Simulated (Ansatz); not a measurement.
# NaCl (Fm-3m): relaxing the cell for a phonon run

Aim: bring NaCl (Fm-3m) to small forces and stress, as phonons need.

Main program and level: Ansatz 0.2.0; DFT PBEsol, scalar-relativistic, plane waves, PAW.

The database entry behind the starting cell differs from later determinations by our own check (an axis about 0.4 % short against later determinations), so it need not match the best structure at ambient conditions.

### Step 1. Set-up

Symmetry: Fm-3m, No. 225, cubic system. Conventional cell: a = 5.620 Å, b = 5.620 Å, c = 5.620 Å, α = 90.00°, β = 90.00°, γ = 90.00°. Na has 6 Cl at 2.81 Å nearest. Nearest to Cl lie 6 Na at 2.81 Å. Farther neighbours and most contacts between anions are not listed.

### Step 2. Probe on a coarse mesh

First a cheap look: the gap decides the mesh and the occupations, the pressure tells how far the cell has to move.

The input, input.yaml:

```yaml
crystal:
  lattice:
    - [0.0, 2.81, 2.81]
    - [2.81, 0.0, 2.81]
    - [2.81, 2.81, 0.0]
  atoms:
    - { symbol: Na, position: [0.0, 0.0, 0.0] }
    - { symbol: Cl, position: [0.5, 0.5, 0.5] }
kpoints:
  mp_grid: { grid: [6, 6, 6] }
hamiltonian:
  xc: pbesol
scf:
  occupations: { method: gaussian, width: 0.1 }
output:
  forces: true
  stress: true
  eigenvalues: true
```

On the command line:

```bash
ansatz run input.yaml --threads 4 --pin off --max-ram 7168MiB --backend cpu --events-out ev --progress --plain --runs-dir out
```

Numbers of over 12 decimals in the logs are rounded to 6 here.

The program printed:

```text
Engine: ansatz 0.2.0, aarch64-unknown-linux-gnu
Pseudopotentials: kind: paw
Pseudopotential: Na, paw, valence charge 9, recommended cutoff 420 eV (normal), Na.paw.azcp
Pseudopotential: Cl, paw, valence charge 7, recommended cutoff 420 eV (normal), Cl.paw.azcp
Functional definition: PBEsol
  exchange = pbesol_x
  correlation = pbesol_c
Crystal: 2 atoms, lattice volume = 44.376 Å³
[...]
--- Band table (eV; the first three rows and the last of 16) ---
  k-point 0: bands = [... 4 lower, -11.5363, 1.1291, 1.1291, 1.1291, 6.1037, 12.0355, 12.0355, 12.0355]
  k-point 1: bands = [... 4 lower, -11.4519, 0.5003, 1.0570, 1.0570, 6.9328, 11.2530, 12.3214, 12.3214]
  k-point 2: bands = [... 4 lower, -11.2754, -0.4638, 0.9197, 0.9197, 8.0239, 11.0894, 12.1490, 12.1490]
  k-point 15: bands = [... 4 lower, -11.1201, -0.3680, 0.1792, 0.3861, 9.4344, 9.8170, 11.4824, 13.0726]
[key lines of the parts left out:]
SCF converged after 7 iterations
Free energy (F): -2540.286310 eV
Fermi energy:    3.617503 eV
P = ⅓ Tr σ = -0.2419 GPa (-2.419 kbar)
```

Elapsed: 0.39 s, on 4 threads of Arm Neoverse V2, shared host; peak memory 0.26 GiB; 0.79 s of CPU time.

This step gave:

- pressure: -0.2419 GPa
- gap on the k-mesh: 4.975 eV
- volume per atom: 22.19 Å³
- direct gap on mesh: 4.975 eV

The coarse mesh shows a gap of 4.97 eV and a pressure of -0.2 GPa.

### Step 3. Relaxation

Harmonic phonons are second derivatives at a point where the forces vanish, and they are wanted at zero stress, so atoms and cell are relaxed first.

input.yaml, the sections that differ from step 2:

```yaml
scf:
  occupations: { method: gaussian, width: 0.02 }
relax:
  adjacent_minimum: "off"
  f_tol: 0.005
  max_steps: 80
  cell: { stress_tol: 0.05 }
# crystal, kpoints, hamiltonian, output: as in step 2
```

The program printed:

```text
[...]
Crystal: 2 atoms, lattice volume = 44.376 Å³
Basis set: ecut = 420 eV, 893 PW (Γ), exchange–correlation on 54×54×54 points (8 copies of the dense FFT grid, shifted against one another)
Bands: 12, of which v1, the nominal top of the filled ones, is band 8 counted from 1 (7 counted from 0)
Symmetry: 48 space group operations
[...]
k-points: 16 of 216
[...]
SCF iter   1: F=—  HF=-2540.289121 eV  |F-HF|=—  |Δ(HF+E_count)|=         —  Δρ=2.79e-3  dr2=3.74e-3  ethr=1.77e-3  ⟨swp⟩=6.0  Hψ=1126  notcnv=0
[...]
SCF iter   7: F=-2540.286310 eV  HF=-2540.286310 eV  |F-HF|=6.90e-9  |Δ(HF+E_count)|=   6.23e-8  Δρ=3.72e-6  dr2=1.09e-8  ethr=6.25e-10  ⟨swp⟩=4.0  Hψ=567  notcnv=0
SCF 1 converged in 7 iterations: F = -2540.286310 eV  dr2 = 1.09e-8
[...]
relax step   1: F+E_penalty+E_count = -2540.28630952 eV  Δ(F+E_penalty+E_count) = +0.000e0 eV  max|allowed force component| = 7.083e-30 eV/Å  Δτ_max = 0.0000 Å  P = -0.242 GPa  Ω = 44.376 Å³  (7 SCF iters, dr2 threshold 1.00e-7 eV, accepted)
Crystal: 2 atoms, lattice volume = 44.098 Å³
Basis set: ecut = 420 eV, 869 PW (Γ), exchange–correlation on 54×54×54 points (8 copies of the dense FFT grid, shifted against one another)
[...]
iter 1 solved again at ethr=2.74e-7 eV; its pass at ethr=3.10e-3 eV (dr2=4.38e-5 eV) is discarded
[...]
SCF iter   4: F=-2540.286598 eV  HF=-2540.286598 eV  |F-HF|=6.33e-9  |Δ(HF+E_count)|=   1.70e-7  Δρ=5.36e-6  dr2=1.90e-8  ethr=9.14e-10  ⟨swp⟩=5.0  Hψ=844  notcnv=0
SCF 2 converged in 4 iterations: F = -2540.286598 eV  dr2 = 1.90e-8
relax step   2: F+E_penalty+E_count = -2540.28659771 eV  Δ(F+E_penalty+E_count) = -2.882e-4 eV  max|allowed force component| = 9.696e-31 eV/Å  Δτ_max = 0.0000 Å  P = -0.084 GPa  Ω = 44.098 Å³  energy of the carried Pulay correction = +3.881e-6 eV  (4 SCF iters, dr2 threshold 1.46e-7 eV, accepted)
Crystal: 2 atoms, lattice volume = 43.950 Å³
[...]
SCF iter   4: F=-2540.286638 eV  HF=-2540.286638 eV  |F-HF|=1.57e-9  |Δ(HF+E_count)|=   3.41e-8  Δρ=2.98e-6  dr2=5.87e-9  ethr=1.11e-10  ⟨swp⟩=3.0  Hψ=737  notcnv=0
SCF 3 converged in 4 iterations: F = -2540.286638 eV  dr2 = 5.87e-9
relax step   3: F+E_penalty+E_count = -2540.28663793 eV  Δ(F+E_penalty+E_count) = -4.022e-5 eV  max|allowed force component| = 1.224e-30 eV/Å  Δτ_max = 0.0000 Å  P = +0.002 GPa  Ω = 43.950 Å³  energy of the carried Pulay correction = +5.950e-6 eV  (4 SCF iters, dr2 threshold 1.78e-8 eV, accepted)
[...]
SCF iter   1: F=—  HF=-2540.286605 eV  |F-HF|=—  |Δ(HF+E_count)|=         —  Δρ=6.72e-6  dr2=2.16e-8  ethr=4.66e-6  ⟨swp⟩=2.7  Hψ=1591  notcnv=0
eigensolver tolerance schedule: the retry pair's looser diagonalisation over-reported the residual by 34533.22 of it (diagonalisation noise at an unbounded share of the residual, at the tolerance the schedule requests for it); recorded, not acted on — ethr = c·dr2/N_el stays at c = 1.0e-1
[...]
SCF iter   2: F=—  HF=-2540.286632 eV  |F-HF|=—  |Δ(HF+E_count)|=   2.73e-5  Δρ=5.12e-6  dr2=9.26e-9  ethr=1.35e-10  ⟨swp⟩=2.7  Hψ=382  notcnv=0
[...]
SCF iter   7: F=-2540.286632 eV  HF=-2540.286632 eV  |F-HF|=4.55e-12  |Δ(HF+E_count)|=  2.32e-11  Δρ=1.28e-7  dr2=5.35e-12  ethr=1.00e-12  ⟨swp⟩=5.0  Hψ=698  notcnv=0
SCF 4 converged in 7 iterations: F = -2540.286632 eV  dr2 = 5.35e-12
relax step   4: F+E_penalty+E_count = -2540.28663201 eV  Δ(F+E_penalty+E_count) = +5.914e-6 eV  max|allowed force component| = 3.796e-30 eV/Å  Δτ_max = 0.0000 Å  P = +0.002 GPa  Ω = 43.950 Å³  stress off target by 2.01e-3 GPa  SCF on the basis re-selected at this cell (its energy is not comparable with the rows above)  (7 SCF iters)
basis re-selected at this cell: Δ(F+E_penalty+E_count) = +5.914e-6 eV, ΔP = +0.000 GPa vs the last step (what re-selecting the basis moved, of the pressure what is left beyond the Pulay correction that the steps carried, after the strain that the cell walked since its last selection, with what the two solves' SCF thresholds leave and, on support functions, any second-order correction that the steps lacked; it is no m [...]
SCF converged after 7 iterations
Free energy (F): -2540.286632 eV
[...]
Internal energy: -2540.286632 eV  (E = F + TS)
E sigma→0 (E₀):  -2540.286632 eV
Fermi energy:    3.708926 eV
[...]
--- Stress (GPa, compression-positive) ---
        0.002012      -0.000000      -0.000000
       -0.000000       0.002012      -0.000000
       -0.000000      -0.000000       0.002012
  P = ⅓ Tr σ = 0.0020 GPa (0.020 kbar)
--- Band table (eV; the first three rows and the last of 16) ---
  k-point 0: bands = [... 4 lower, -11.4845, 1.2035, 1.2035, 1.2035, 6.2142, 12.1177, 12.1177, 12.1177]
  k-point 1: bands = [... 4 lower, -11.3977, 0.5654, 1.1299, 1.1299, 7.0489, 11.3389, 12.4081, 12.4081]
  k-point 2: bands = [... 4 lower, -11.2160, -0.4133, 0.9899, 0.9899, 8.1280, 11.2087, 12.2433, 12.2433]
  k-point 15: bands = [... 4 lower, -11.0568, -0.3170, 0.2382, 0.4482, 9.5423, 9.8978, 11.6007, 13.1982]
--- Relaxed structure (3 steps of the walk, 3 accepted, 1 SCFs on fresh bases) ---
  F+E_penalty+E_count = -2540.28663201 eV   max|allowed force component| = 3.796e-30 eV/Å   (the final SCF, on the basis selected at the relaxed cell)
  cell:  # Å, volume = 43.9499 Å³
    - [0, 2.800976, 2.800976]
    - [2.800976, 0, 2.800976]
    - [2.800976, 2.800976, 0]
  atoms:
    - { symbol: Na, position: [0, 0, 0] }
    - { symbol: Cl, position: [0.5, 0.5, 0.5] }
```

It took 2.3 s on 4 threads; peak memory 0.28 GiB.

The steps of the relaxation:

| step | energy less that of the first step (eV) | largest force component (eV/Å) | pressure (GPa) | volume (Å³) |
| --- | --- | --- | --- | --- |
| 1 | 0.0000 | 0.0000 | -0.24 | 44.38 |
| 2 | -0.0003 | 0.0000 | -0.08 | 44.10 |
| 3 | -0.0003 | 0.0000 | 0.00 | 43.95 |
| 4* | -0.0003 | 0.0000 | 0.00 | 43.95 |

Relaxation steps marked * repeat the geometry before them on a plane-wave basis chosen anew for their cell, so energy and pressure can jump there.

Forces are held to the 48 operations that the run works with; a distortion that breaks them can't arise in this run.

```csv
"conventional cell, symmetrised",before,after,change
a (Å),5.620,5.602,-0.3 %
b (Å),5.620,5.602,-0.3 %
c (Å),5.620,5.602,-0.3 %
volume (Å³/atom),22.19,21.97,-1.0 %
```

The relaxed structure:

```xyz
2
Lattice="0.0000 2.8010 2.8010 2.8010 0.0000 2.8010 2.8010 2.8010 0.0000" Properties=species:S:1:pos:R:3 pbc="T T T"
Na    0.0000    0.0000    0.0000
Cl    2.8010    2.8010    2.8010
```

Numbers from this step:

```
pressure           : 0.002012 GPa
gap on the k-mesh  : 5.011 eV
volume per atom    : 21.97 Å³
direct gap on mesh : 5.011 eV
```

In this step the volume went from 22.19 to 21.97 Å³/atom.

### Step 4. Relaxing to small forces for the phonons

Phonons need a cell at rest on their own settings, so the relaxation is repeated with tight tolerances on forces and stress on the k mesh and occupations of the first response run.

The input, input.yaml:

```yaml
crystal:
  lattice:
    - [0.0, 2.8009762142, 2.8009762142]
    - [2.8009762142, 0.0, 2.8009762142]
    - [2.8009762142, 2.8009762142, 0.0]
  atoms:
    - { symbol: Na, position: [0.0, 0.0, 0.0] }
    - { symbol: Cl, position: [0.5, 0.5, 0.5] }
kpoints:
  mp_grid: { grid: [8, 8, 8] }
hamiltonian:
  xc: pbesol
scf:
  occupations: { method: fixed }
output:
  forces: true
  stress: true
  eigenvalues: true
relax:
  adjacent_minimum: "off"
  f_tol: 0.001
  max_steps: 60
  cell: { stress_tol: 0.01 }
```

The program printed:

```text
[...]
Crystal: 2 atoms, lattice volume = 43.950 Å³
Basis set: ecut = 420 eV, 869 PW (Γ), exchange–correlation on 54×54×54 points (8 copies of the dense FFT grid, shifted against one another)
Bands: 12, of which v1, the nominal top of the filled ones, is band 8 counted from 1 (7 counted from 0)
[... 1 set-up line as in the run before ...]
[...]
k-points: 29 of 512
[...]
k-point 28: bands = [... 4 lower, -11.0522, -0.0553, -0.0553, 0.4077, 9.9991, 10.7471, 10.7471, 12.4767]
--- Relaxed structure (1 steps of the walk, 1 accepted, 1 SCFs on fresh bases) ---
[...]
cell:  # Å, volume = 43.9499 Å³
    - [0.0, 2.8009762142, 2.8009762142]
    - [2.8009762142, 0.0, 2.8009762142]
    - [2.8009762142, 2.8009762142, 0.0]
  atoms:
    - { symbol: Na, position: [0.0, 0.0, 0.0] }
    - { symbol: Cl, position: [0.500000, 0.500000, 0.500000] }
[key lines of the parts left out:]
SCF converged after 7 iterations
Free energy (F): -2540.286662 eV
Fermi energy:    1.203473 eV
P = ⅓ Tr σ = 0.0014 GPa (0.014 kbar)
```

It took 2.1 s on 4 threads; peak memory 0.28 GiB; 2.5 s of CPU time.

Little changed from the start: no atom moved by 0.005 Å and no cell edge by 0.1 %.

This step gave:

| Quantity | Value |
| --- | --- |
| pressure | 0.001429 GPa |

The forces vanish by symmetry and the pressure is 0.001 GPa, within the tolerances set. The cell now holds 21.97 Å³/atom.

### Step 5. Summary of results

```yaml
space_group_after_relaxation: Fm-3m
lattice_constant_a: 5.602 Å
lattice_constant_b: 5.602 Å
lattice_constant_c: 5.602 Å
volume_per_atom: 22.0 Å³
gap_on_the_k_mesh: 5.01 eV
```

What this shows: The forces vanish by symmetry and the pressure is 0.001 GPa, within the tolerances set. The cell now holds 21.97 Å³/atom. The relaxation keeps the symmetry of its start, so it says nothing on stability against lower symmetry.

[Logs are printed without paths, hosts, clocks, repeated set-up lines and the standing remarks that a program may print on its own settings, such as how far it seeks lower states.]

[Hosts, paths, dates, database ids (printed as entryN), source tags and the programs' standing remarks are cut or masked in the printed files.]
